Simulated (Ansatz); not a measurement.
# G0W0 on several functionals: GaCuSe2 (I-42d)

One-shot GW is not self-consistent; how far does the start matter for GaCuSe2 (I-42d)?

Method: G0W0 on several functionals, plane waves, PAW, in Ansatz 0.2.0.

Report form: the programs' logs are mostly left out.

In doubt: one-shot GW on d or f shells is unsure, so the values of those runs are not to be relied on; masses and optical values from hybrid runs of this build are listed as unsure (steps 6, 7, 8), which bears on the screening that GW takes from such a start.

## (1) The structure

It takes space group I-42d (No. 122, tetragonal). The conventional cell has a = 5.619 Å, b = 5.619 Å, c = 11.026 Å, α = 90.00°, β = 90.00°, γ = 90.00°. Nearest to Ga lie 4 Se at 2.42 Å. Nearest to Cu lie 4 Se at 2.42 Å. Nearest to Se lie 2 Ga at 2.42 Å and 2 Cu at 2.42 Å. Farther neighbours and most contacts between anions are not listed.

The cell and positions come from the Crystallography Open Database and are kept as given unless a step says otherwise.

## (2) G0W0 on LDA

G0W0 replaces the xc potential by the self-energy, built once from these orbitals. Only a window of levels is corrected, while the sums run over the empty bands that the input names. This step takes PAW set soft_1 files.

This step: G0W0 on LDA, plane waves, PAW; PAW set soft_1.

Input file input.yaml:

```yaml
crystal:
  lattice:
    - [-2.80955, 2.80955, 5.513]
    - [2.80955, -2.80955, 5.513]
    - [2.80955, 2.80955, -5.513]
  atoms:
    - { symbol: Ga, position: [0.5, 0.5, 0.0] }
    - { symbol: Ga, position: [0.25, 0.75, 0.5] }
    - { symbol: Cu, position: [0.0, 0.0, 0.0] }
    - { symbol: Cu, position: [0.75, 0.25, 0.5] }
    - { symbol: Se, position: [0.375, 0.37562, 0.50062] }
    - { symbol: Se, position: [0.62438, 0.125, 0.99938] }
    - { symbol: Se, position: [0.875, 0.87438, 0.49938] }
    - { symbol: Se, position: [0.12562, 0.625, 0.00062] }
kpoints:
  mp_grid: { grid: [4, 4, 4] }
hamiltonian:
  xc: lda
  pseudopotentials: { kind: paw, azcp: { folder: soft_1 }, xc_functional: pbe }
scf:
  occupations: { method: fixed }
gw:
  n_empty_bands: 395
  ecut_chi: 100
  qp_bands: [v2, c2]
  qp_kpoints: band_edges
  screening: { model: contour_deformation }
```

Launch:

```console
$ ansatz run input.yaml --threads 2 --pin off --max-ram 73728MiB --backend cuda --events-out ev --progress --plain --runs-dir out --devices 1 --max-vram 13GiB
```

Run time: 64 s. Hardware: 1 × NVIDIA H100 80GB HBM3 (shared by 6 runs) with 2 threads of AMD EPYC 7R13 (Zen 3), shared host; peak memory 2.1 GiB.

Numbers from this step:

* bands summed: 459
* RPA ε∞ on this mesh (eigenvalues): 211.3, 211.3, 3588
* plane waves in the screening matrix: 405
* q-points in the mesh: 64
* G0W0 gap on the mesh: 0.7722 eV
* k of the valence top: 0, 0, 0
* k of the conduction bottom: 0, 0, 0
* starting gap on the mesh: 0.07640 eV
* Z at the valence top: 0.6844
* Z at the conduction bottom: 0.7444
* least direct G0W0 gap on the computed points: 0.7722 eV

The gap on the mesh goes from 0.08 eV to 0.77 eV, a correction of +0.70 eV. Between the two edge states, bare exchange in place of the xc potential would open the gap by 8.55 eV, and correlation takes back 7.85 eV.

## (3) G0W0 on PBEsol

One-shot GW remembers its start. Another functional's orbitals and levels show by how much.

This step: G0W0 on PBEsol, plane waves, PAW; PAW set soft_1.

Edit input.yaml of step 2 so:

```diff
@@ -17,3 +17,3 @@
 hamiltonian:
-  xc: lda
+  xc: pbesol
   pseudopotentials: { kind: paw, azcp: { folder: soft_1 }, xc_functional: pbe }
```

The job ended after 71 s (1 × NVIDIA H100 80GB HBM3 (shared by 6 runs) with 2 threads; peak memory 2 GiB).

Numbers from this step:

| Property | Result |
| --- | --- |
| bands summed | 459 |
| RPA ε∞ on this mesh (eigenvalues) | 82.82, 82.82, 419.5 |
| plane waves in the screening matrix | 405 |
| q-points in the mesh | 64 |
| G0W0 gap on the mesh | 0.7975 eV |
| k of the valence top | 0, 0, 0 |
| k of the conduction bottom | 0, 0, 0 |
| starting gap on the mesh | 0.1574 eV |
| Z at the valence top | 0.6691 |
| Z at the conduction bottom | 0.7288 |
| least direct G0W0 gap on the computed points | 0.7975 eV |

Against the run with 4×4×4 mesh, 395 empty bands, screening to 100 eV, PAW set soft_1 files on LDA, the gap moves by +0.03 eV, while the start moved by +0.08 eV.

## (4) G0W0 on PBE

This step: G0W0 on PBE, plane waves, PAW; PAW set soft_1.

Edit input.yaml of step 3 so:

```diff
@@ -17,4 +17,4 @@
 hamiltonian:
-  xc: pbesol
-  pseudopotentials: { kind: paw, azcp: { folder: soft_1 }, xc_functional: pbe }
+  xc: pbe
+  pseudopotentials: { kind: paw, azcp: { folder: soft_1 } }
 scf:
```

It took 47 s on 1 × NVIDIA H100 80GB HBM3 (shared by 6 runs) with 2 threads; peak memory 2 GiB; 57 s of CPU time.

Numbers from this step:

```yaml
bands_summed: 459
rpa_eps_infinity_on_this_mesh_eigenvalues: 45.69, 45.69, 136.1
plane_waves_in_the_screening_matrix: 405
g0w0_gap_on_the_mesh: 0.7952 eV
k_of_the_valence_top: 0, 0, 0
k_of_the_conduction_bottom: 0, 0, 0
starting_gap_on_the_mesh: 0.2316 eV
least_direct_g0w0_gap_on_the_computed_points: 0.7952 eV
```

Against the run with 4×4×4 mesh, 395 empty bands, screening to 100 eV, PAW set soft_1 files on PBEsol, the gap moves by −0.002 eV, while the start moved by +0.07 eV.

## (5) G0W0 on r2SCAN

This step: G0W0 on r2SCAN, plane waves, PAW; PAW set soft_1.

Edit input.yaml of step 4 so:

```diff
@@ -17,3 +17,3 @@
 hamiltonian:
-  xc: pbe
+  xc: r2scan
   pseudopotentials: { kind: paw, azcp: { folder: soft_1 } }
```

Wall time 74 s (1 × NVIDIA H100 80GB HBM3 (shared by 6 runs) with 2 threads); peak memory 2.4 GiB; 96 s of CPU time.

This step gave:

```yaml
bands_summed: 459
rpa_eps_infinity_on_this_mesh_eigenvalues: 11.92, 11.92, 14.40
plane_waves_in_the_screening_matrix: 405
g0w0_gap_on_the_mesh: 1.009 eV
k_of_the_valence_top: 0, 0, 0
k_of_the_conduction_bottom: 0, 0, 0
starting_gap_on_the_mesh: 0.6323 eV
least_direct_g0w0_gap_on_the_computed_points: 1.009 eV
```

Against the run with 4×4×4 mesh, 395 empty bands, screening to 100 eV, PAW set soft_1 files on PBE, the gap moves by +0.21 eV, while the start moved by +0.40 eV.

## (6) G0W0 on HSE06

This step: G0W0 on HSE06, plane waves, PAW; PAW set soft_1.

Edit input.yaml of step 5 so:

```diff
@@ -17,3 +17,3 @@
 hamiltonian:
-  xc: r2scan
+  xc: hse06
   pseudopotentials: { kind: paw, azcp: { folder: soft_1 } }
```

The job ended after 2.2 min (1 × NVIDIA H100 80GB HBM3 (shared by 6 runs) with 2 threads; peak memory 2.8 GiB).

This step gave:

```
bands summed                                 : 459
RPA ε∞ on this mesh (eigenvalues)            : 6.951, 6.951, 7.111
plane waves in the screening matrix          : 405
G0W0 gap on the mesh                         : 1.455 eV
k of the valence top                         : 0, 0, 0
k of the conduction bottom                   : 0, 0, 0
starting gap on the mesh                     : 1.430 eV
least direct G0W0 gap on the computed points : 1.455 eV
```

Against the run with 4×4×4 mesh, 395 empty bands, screening to 100 eV, PAW set soft_1 files on r2SCAN, the gap moves by +0.45 eV, while the start moved by +0.80 eV.

## (7) G0W0 on PBE0

This step: G0W0 on PBE0, plane waves, PAW; PAW set soft_1.

Edit input.yaml of step 6 so:

```diff
@@ -17,3 +17,3 @@
 hamiltonian:
-  xc: hse06
+  xc: pbe0
   pseudopotentials: { kind: paw, azcp: { folder: soft_1 } }
```

The job ended after 2 min (1 × NVIDIA H100 80GB HBM3 (shared by 6 runs) with 2 threads; peak memory 2.8 GiB; 2.6 min of CPU time).

Numbers from this step:

```
bands summed                                 : 459
RPA ε∞ on this mesh (eigenvalues)            : 5.989, 5.989, 6.038
plane waves in the screening matrix          : 405
G0W0 gap on the mesh                         : 1.675 eV
k of the valence top                         : 0, 0, 0
k of the conduction bottom                   : 0, 0, 0
starting gap on the mesh                     : 2.050 eV
least direct G0W0 gap on the computed points : 1.675 eV
```

Against the run with 4×4×4 mesh, 395 empty bands, screening to 100 eV, PAW set soft_1 files on HSE06, the gap moves by +0.22 eV, while the start moved by +0.62 eV.

## (8) G0W0 on Hartree-Fock

This step: G0W0 on Hartree-Fock, plane waves, PAW; PAW set soft_1.

Edit input.yaml of step 7 so:

```diff
@@ -17,3 +17,3 @@
 hamiltonian:
-  xc: pbe0
+  xc: hf
   pseudopotentials: { kind: paw, azcp: { folder: soft_1 } }
```

It took 2.4 min on 1 × NVIDIA H100 80GB HBM3 (shared by 6 runs) with 2 threads; peak memory 3 GiB; 2.9 min of CPU time.

This step gave:

```yaml
bands_summed: 459
rpa_eps_infinity_on_this_mesh_eigenvalues: 2.891, 2.891, 2.892
plane_waves_in_the_screening_matrix: 405
g0w0_gap_on_the_mesh: 3.748 eV
k_of_the_valence_top: 0, 0, 0
k_of_the_conduction_bottom: 0, 0, 0
starting_gap_on_the_mesh: 8.307 eV
least_direct_g0w0_gap_on_the_computed_points: 3.748 eV
```

Against the run with 4×4×4 mesh, 395 empty bands, screening to 100 eV, PAW set soft_1 files on PBE0, the gap moves by +2.07 eV, while the start moved by +6.26 eV.

## (9) Side by side

All on the 4×4×4 mesh with 395 empty bands and screening to 100 eV. Times are wall times on 1 × NVIDIA H100 80GB HBM3 (shared by 6 runs) with 2 threads of AMD EPYC 7R13 (Zen 3), shared host, good to a factor of about two.

| start | starting gap (eV) | shift (eV) | G0W0 gap (eV) | RPA ε∞ (harmonic mean) | Z (valence, conduction) | time |
| --- | --- | --- | --- | --- | --- | --- |
| LDA | 0.08 | +0.70 | 0.77 | 307.89 | 0.68, 0.74 | 64 s |
| PBEsol | 0.16 | +0.64 | 0.80 | 113.07 | 0.67, 0.73 | 71 s |
| PBE | 0.23 | +0.56 | 0.80 | 58.68 | 0.67, 0.73 | 47 s |
| r2SCAN | 0.63 | +0.38 | 1.01 | 12.64 | 0.70, 0.77 | 74 s |
| HSE06 | 1.43 | +0.02 | 1.45 | 7.00 | 0.76, 0.81 | 2.2 min |
| PBE0 | 2.05 | −0.37 | 1.68 | 6.01 | 0.78, 0.82 | 2 min |
| Hartree-Fock | 8.31 | −4.56 | 3.75 | 2.89 | 0.88, 0.89 | 2.4 min |

The parts of the quasiparticle energy at the two band edges (eV; QP = start + Σx + Σc − Vxc):

| run | edge | start | Σx | Σc | Vxc | Z | QP |
| --- | --- | --- | --- | --- | --- | --- | --- |
| LDA | valence top | 8.16 | -31.02 | 4.35 | -26.56 | 0.68 | 8.05 |
| LDA | conduction bottom | 8.24 | -11.33 | -3.50 | -15.41 | 0.74 | 8.82 |
| PBEsol | valence top | 8.38 | -31.40 | 4.54 | -26.60 | 0.67 | 8.12 |
| PBEsol | conduction bottom | 8.54 | -11.19 | -3.46 | -15.03 | 0.73 | 8.92 |
| PBE | valence top | 8.54 | -31.69 | 4.65 | -26.75 | 0.67 | 8.25 |
| PBE | conduction bottom | 8.77 | -11.19 | -3.43 | -14.89 | 0.73 | 9.04 |
| r2SCAN | valence top | 8.35 | -32.70 | 4.72 | -27.88 | 0.70 | 8.26 |
| r2SCAN | conduction bottom | 8.98 | -10.90 | -3.48 | -14.67 | 0.77 | 9.27 |

## (10) Results

```yaml
g0w0_lda: 0.77 eV (start 0.08 eV)
g0w0_pbesol: 0.80 eV (start 0.16 eV)
g0w0_pbe: 0.80 eV (start 0.23 eV)
g0w0_r2scan: 1.01 eV (start 0.63 eV)
g0w0_hse06: 1.45 eV (start 1.43 eV)
g0w0_pbe0: 1.68 eV (start 2.05 eV)
g0w0_hartree_fock: 3.75 eV (start 8.31 eV)
known_limits: not at the basis limit; mesh may overstate the screening; screening runs away on this mesh; d shell near the gap, gap tends to lie low; no spin-orbit coupling; coarse k mesh
```

What this shows: The starting gaps span 8.23 eV and the G0W0 gaps 2.98 eV. Between LDA and Hartree-Fock, 2.98 eV of the 8.23 eV survives, 36 %. On PBE0 and Hartree-Fock the correction is negative: that start lies above its own G0W0 value. The smallest correction, +0.02 eV, is on HSE06, the start nearest to reproducing itself. Bands and cutoff are finite, so the gap is not at the basis limit. The miss can reach some tenths of an eV and take either sign; the mesh is an error of its own. The 4×4×4 mesh is coarse for this cell (its supercell is 27 Å along the shortest edge). The RPA ε∞ on it, from the LDA start, is 211.30 and 3588.40; such meshes misread the long-range screening, most where the gap is narrow. The program warns that the mesh is coarse for exact exchange, which bears on the hybrid start's gap. For the PBE start: The RPA ε∞ on this mesh reaches over 25; with a narrow direct gap a coarse mesh can overstate it, and the correction is then too small. For the LDA and PBEsol start: On this mesh the RPA ε∞ passes 90, more than nearly any semiconductor shows; a coarse mesh does this where one point with a narrow direct gap carries much weight. The screening is then too strong, and the G0W0 gap should not be taken as the material's. A d shell, filled or nearly so, lies near the gap. One-shot GW converges very slowly in bands there, not always from below, and on a semilocal start the gap tends to come out low; starts rich in exact exchange can overshoot instead. The many-body steps are scalar-relativistic: spin-orbit coupling is not in them.

[Paths, hosts, dates, memory and timing lines, banners, echoed tables and standing remarks are left out of the program output.]

[Logs are printed without paths, hosts, clocks, repeated set-up lines and the standing remarks that a program may print on its own settings, such as how far it seeks lower states.]

[Runs of the session that timed out or met a known fault of the program may be left out.]

[Cells called generated may have been cut or substituted from an entry of the Crystallography Open Database or the Materials Project.]

[Hosts, paths, dates, database ids (printed as entryN), source tags and the programs' standing remarks are cut or masked in the printed files.]
